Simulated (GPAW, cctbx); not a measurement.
## Bonding in NaCaGeSbO6 as X-rays see it

Aim: compute the bonding part of the density of NaCaGeSbO6, find which reflections carry it, and see how it biases an ordinary refinement.

The start was made by putting kin elements into a known structure type; the compound need not exist, or be stable, in this form. All numbers below are calculated.

## 1. Find the equilibrium geometry

The density hangs on the geometry, so cell and atoms are relaxed first, with the symmetry held. The cutoff is set higher than for the density because stress converges slowly with plane waves.

Settings: GPAW 26.7.0, PBE, 900 eV, 3×3×3 k-points, Fermi–Dirac width 0.05 eV, BFGS to 0.03 eV/Å.

```text
cell
1.0
     0.000000000    3.987000000    3.987000000
     3.987000000    0.000000000    3.987000000
     3.987000000    3.987000000    0.000000000
Sb Ge Ca Na O
1 1 1 1 6
Direct
0.000000000 0.000000000 0.000000000
0.500000000 0.500000000 0.500000000
0.250000000 0.250000000 0.250000000
0.750000000 0.750000000 0.750000000
0.258200000 0.258200000 0.741800000
0.741800000 0.741800000 0.258200000
0.258200000 0.741800000 0.258200000
0.741800000 0.258200000 0.741800000
0.258200000 0.741800000 0.741800000
0.741800000 0.258200000 0.258200000
```

```console
$ OMP_NUM_THREADS=1 mpirun -n 4 gpaw python run.py > gpaw.log
```

```text
BFGS:    0      -60.825730        1.021060
BFGS:    1      -60.929133        0.861246
BFGS:    2      -61.049631        0.719734
BFGS:    3      -61.086063        0.656839
BFGS:    4      -61.286671        0.514860
BFGS:    5      -61.325682        0.116552
BFGS:    6      -61.327065        0.015590
cell  5.4786 5.4786 5.4786  60.00 60.00 60.00
volume 116.277 A^3, largest force 0.016 eV/A, largest stress 0.08 GPa
```

After 6 steps the volume has changed by -8.3 % and the energy by -0.501 eV; the largest stress left is 0.08 GPa. It took 75 s on 4 cores of Intel(R) Xeon(R) Platinum 8488C (Sapphire Rapids) (shared host), peak memory 1.4 GiB.

Relaxed structure: F-43m (no. 216), a = 7.7479 Å, b = 7.7479 Å, c = 7.7479 Å, α = 90.00°, β = 90.00°, γ = 90.00°.

```
atom  mult.    x       y    z
 Sb1      4    0       0    0
 Ge1      4  1/2       0    0
 Ca1      4  1/4     1/4  3/4
 Na1      4  1/4     3/4  3/4
  O1     24  1/2  0.2456    0
```

## 2. The all-electron density

X-rays see the whole electron density, so the PAW density is rebuilt with its core regions. Subtracting spherical free atoms from the same code cancels the cores and leaves the deformation density Δρ, the part due to bonding.

Settings: PBE, 550 eV, 4×4×4 k-points, Fermi–Dirac width 0.05 eV; primitive cell of 10 atoms.

```console
$ OMP_NUM_THREADS=1 mpirun -n 4 gpaw python run.py > gpaw.log
```

```text
|iter:   1|       0s |  -67.894053 | +0.50 |       |
|iter:   2|       1s |  -65.968694 | -0.70 | -0.87 |
|iter:   3|       1s |  -60.165582 | -0.20 | -0.93 |
...
|iter:   9|       5s |  -60.156597c| -5.91 | -4.21c|
|iter:  10|       5s |  -60.156598c| -6.68 | -5.05c|
|iter:  11|       6s |  -60.156598c| -7.52c| -5.57c|
```

```text
grid (60, 60, 60)  electrons 162.000  moved by bonding 2.817 e
deformation density beyond 0.5 A of the nuclei: max 0.249, min -0.182 e/A^3
atom        x       y       z   Voronoi charge  moment
Sb1    0.0000  0.0000  0.0000      0.704       0.00
Ge2    0.5000  0.5000  0.5000      0.576       0.00
Ca3    0.7500  0.7500  0.7500      0.257       0.00
Na4    0.2500  0.2500  0.2500      0.316       0.00
O 5    0.7456  0.2544  0.7456     -0.309       0.00
O 6    0.2544  0.7456  0.2544     -0.309       0.00
O 7    0.2544  0.2544  0.7456     -0.309       0.00
O 8    0.7456  0.7456  0.2544     -0.309       0.00
O 9    0.2544  0.7456  0.7456     -0.309       0.00
O 10   0.7456  0.2544  0.2544     -0.309       0.00
mean inner potential of superposed free atoms 18.476 V
total magnetic moment 0.000 muB
```

Deformation density in a plane through the shortest contact of the Ge atom at the origin, in 0.01 e/Å³ (clipped at ±99); x from -1.6 to 3.5 Å, y from 2.4 down to -2.4 Å:

```text
 -2  -2   2   9  11   3  12   5  -1  -2  -2  -2  -2   0   6  12
 -3  -1   6  19   .   .  23   9   1  -2  -3  -3  -2   3  11   .
 -2  -1   4  12   .   .  15   7   0  -2  -3  -3  -2   1   8  12
 -1  -2  -1   4  12  14   8   0  -2  -1   0   0  -2  -3   0   8
  6   2  -5  -9  -7  -6  -9  -7  -1   5   8   8   3  -5 -12 -12
 12  10  -2 -15  -5   . -13  -9   7  13   .  16  12   1 -13   0
  .  14   2 -11   .   .   .  -7  12   .   .   .  12   6  -6   .
 13   9  -2 -15  -5   . -14  -9   7  11   .  15  12   1 -13  -1
  6   1  -5  -9  -7  -6  -9  -7  -1   5   8   8   3  -5 -12 -12
 -1  -2  -1   5  12  14   8   1  -2  -1   0   0  -2  -3   0   8
 -2  -1   4  12   .   .  13   7   0  -2  -3  -3  -2   1   8  12
 -3  -1   6  19   .   .  22   9   1  -2  -3  -3  -2   3  11   .
 -2  -2   2   9   9   4  13   5  -1  -2  -2  -2  -2   0   6  10
```

Atoms in or within 0.15 Å of the plane: Ge (0.0, 0.0), O (1.9, 0.0), O (0.0, 1.9), O (0.0, -1.9) Å. Dots mark points within about 0.45 Å of a nucleus; large values next to them are atomic features.

O gains most (-0.31 e) and Sb loses most (+0.70 e); O is the most electronegative element, but the order of the others doesn't follow electronegativity. Such charges fall far short of formal ones, since overlapping free atoms already put density on their neighbours. Along the shortest contact from the Ge atom at the map's origin, Ge–O at 1.90 Å, Δρ is +0.04 e/Å³ at the midpoint and highest, +0.14, 1.25 Å from Ge (points within 0.5 Å of a nucleus left out): little sits at the middle, as in a polar contact, whose build-up shifts to the more electronegative atom. At the midpoints of other shortest contacts it is +0.02 (Sb–O, 1.97 Å), -0.04 (O–O, 2.69 Å) and -0.01 (Ca–O, 2.74 Å) e/Å³. Point values carry grid noise of about 0.01 e/Å³. The run needed 11 iterations, 15 s.

## 3. Structure factors

The Fourier components of Δρ, added to those of the free atoms, give the static X-ray structure factors; the Mott–Bethe relation turns them into the Fourier components V of the potential that fast electrons feel.

```text
static structure factors of the conventional cell: F in electrons, V (Mott-Bethe) in volts
   h  k  l      d  |F| table  |F| free   |F| DFT   change   |V| free  |V| DFT  change %
   1  1  1  4.4733    71.422    71.525    71.235   -0.290     1.675    1.701      1.5
   0  2  0  3.8740   246.893   246.586   246.783    0.197     3.773    3.744     -0.8
   0  2  2  2.7393   319.155   319.506   315.359   -4.147     5.375    5.682      5.7
   1  3  1  2.3361    65.695    65.826    66.201    0.375     1.108    1.087     -1.9
   2  2  2  2.2366    45.159    46.010    39.149   -6.862     1.465    1.127    -23.1
   0  4  0  1.9370   437.929   436.969   441.816    4.847     7.788    7.609     -2.3
   1  3  3  1.7775    62.730    63.019    63.343    0.324     0.925    0.915     -1.0
   0  4  2  1.7325   191.925   191.580   193.054    1.474     2.370    2.326     -1.8
   2  4  2  1.5815   265.884   265.460   265.802    0.342     3.114    3.106     -0.3
   3  3  3  1.4911    60.827    61.099    61.265    0.166     0.832    0.829     -0.4
   1  5  1  1.4911    48.663    48.953    49.223    0.270     0.557    0.553     -0.7
   0  4  4  1.3696   354.193   353.853   354.372    0.520     5.423    5.414     -0.2
   1  5  3  1.3096    48.873    49.099    49.179    0.080     0.525    0.524     -0.1
   2  4  4  1.2913   165.581   165.322   165.591    0.268     1.742    1.737     -0.3
```

The largest X-ray change is -6.86 e on 222, 14.9 % of |F|. For electrons V goes as (Z − F)/g², so a change of F counts against Z − F, which is small at low angle and wherever the atoms' terms cancel: |V| of 222 moves by -23.1 % (1.47 to 1.13 V) against -14.9 % in |F|. The tabulated Hartree–Fock atoms differ from the free DFT atoms by up to 0.96 e, so the choice of reference atom matters too.

## 4. The functional ladder

The same geometry is run with other functionals, to see whether the bonding signal is larger than the spread between approximations. Free atoms are LDA for LDA and PBE otherwise. Any other changed setting is in the row's label.

```csv
run,ΔF 222 (e),ΔF 040 (e),ΔF 022 (e),q(O) (e),moved (e),time
PBE,-6.862,+4.847,-4.147,-0.309,2.817,15 s
LDA,-6.480,+4.504,-4.055,-0.299,2.680,14 s
revPBE,-7.052,+4.996,-4.176,-0.315,2.901,15 s
```

At the base's settings ΔF(222) spans -7.052 to -6.480 e, a spread of 8 % of the PBE value; over the three listed reflections the spread is at most 10 %, so sign and size hold across the functionals. Times are from shared hosts.

## 5. Refining ordinary atoms against data with bonding

Routine crystallography fits spherical atoms. To see the bias, intensities are simulated from tabulated atoms plus the DFT change ΔF, so that bonding alone can misfit (7630 reflections of the full sphere, merged to the counts below, to 0.4 Å, 0.5 % proportional noise plus counting noise, assumed isotropic U as listed, Δρ smeared by the mean U) and refined with cctbx over different ranges.

| range | data | R1 | GooF | U Sb1 (true 0.0033) | U Ge1 (true 0.0039) | U Ca1 (true 0.0046) | U Na1 (true 0.0055) | largest shift (Å) | Δρ max, min (e/Å³) |
| --- | --- | --- | --- | --- | --- | --- | --- | --- | --- |
| all data | 430 | 0.0044 | 1.75 | 0.0033 | 0.0040 | 0.0050 | 0.0044 | 0.0002 | 0.38, -0.34 |
| low resolution, d > 0.84 | 64 | 0.0064 | 3.86 | 0.0031 | 0.0042 | 0.0066 | 0.0012 | 0.0010 | 0.21, -0.20 |
| high order, d < 0.75 | 349 | 0.0038 | 1.05 | 0.0033 | 0.0040 | 0.0049 | 0.0046 | 0.0000 | 0.20, -0.38 |
| occupancies free, d > 0.7 | 96 | 0.0048 | 2.32 | 0.0034 | 0.0037 | 0.0045 | 0.0064 | 0.0002 | 0.12, -0.21 |

With all data GooF is 1.75, so the misfit of spherical atoms stands above the noise; the top residual peak lies 0.00 Å from O and 1.90 Å from Ge, on the atom. No U is off by more than 3 s.u. at low resolution. With Sb1 held at 1 and the scale free, the other occupancies refine to Ge1 0.994(0.018), Ca1 0.997(0.064), Na1 1.014(0.089) and O1 1.040(0.009), on sites that are all full: they absorb part of the misfit, and only ratios to the fixed site mean anything.

## 6. Answer

Bonding moves 2.82 e in the primitive cell of NaCaGeSbO6 and changes the structure factors of the conventional cell in the table above by at most 6.86 e (222, 14.9 %). The shortest bond, Ge–O, has Δρ = +0.04 e/Å³ at its midpoint, low for a shared bond; with the charge transfer this is a polar contact. At the base's settings ΔF(222) spans -7.052 to -6.480 e, a spread of 8 % of the PBE value; over the three listed reflections the spread is at most 10 %, so sign and size hold across the functionals. With all data GooF is 1.75, so the misfit of spherical atoms stands above the noise. Limits: static density, frozen cores, no spin–orbit coupling.

[Outputs are excerpts: Python notices, other lines and further rows are left out; steps that failed or that the build refused (PBEsol, TPSS) are not shown.]

[Logs are printed without paths, hosts, clocks, repeated set-up lines and the standing remarks that a program may print on its own settings, such as how far it seeks lower states.]
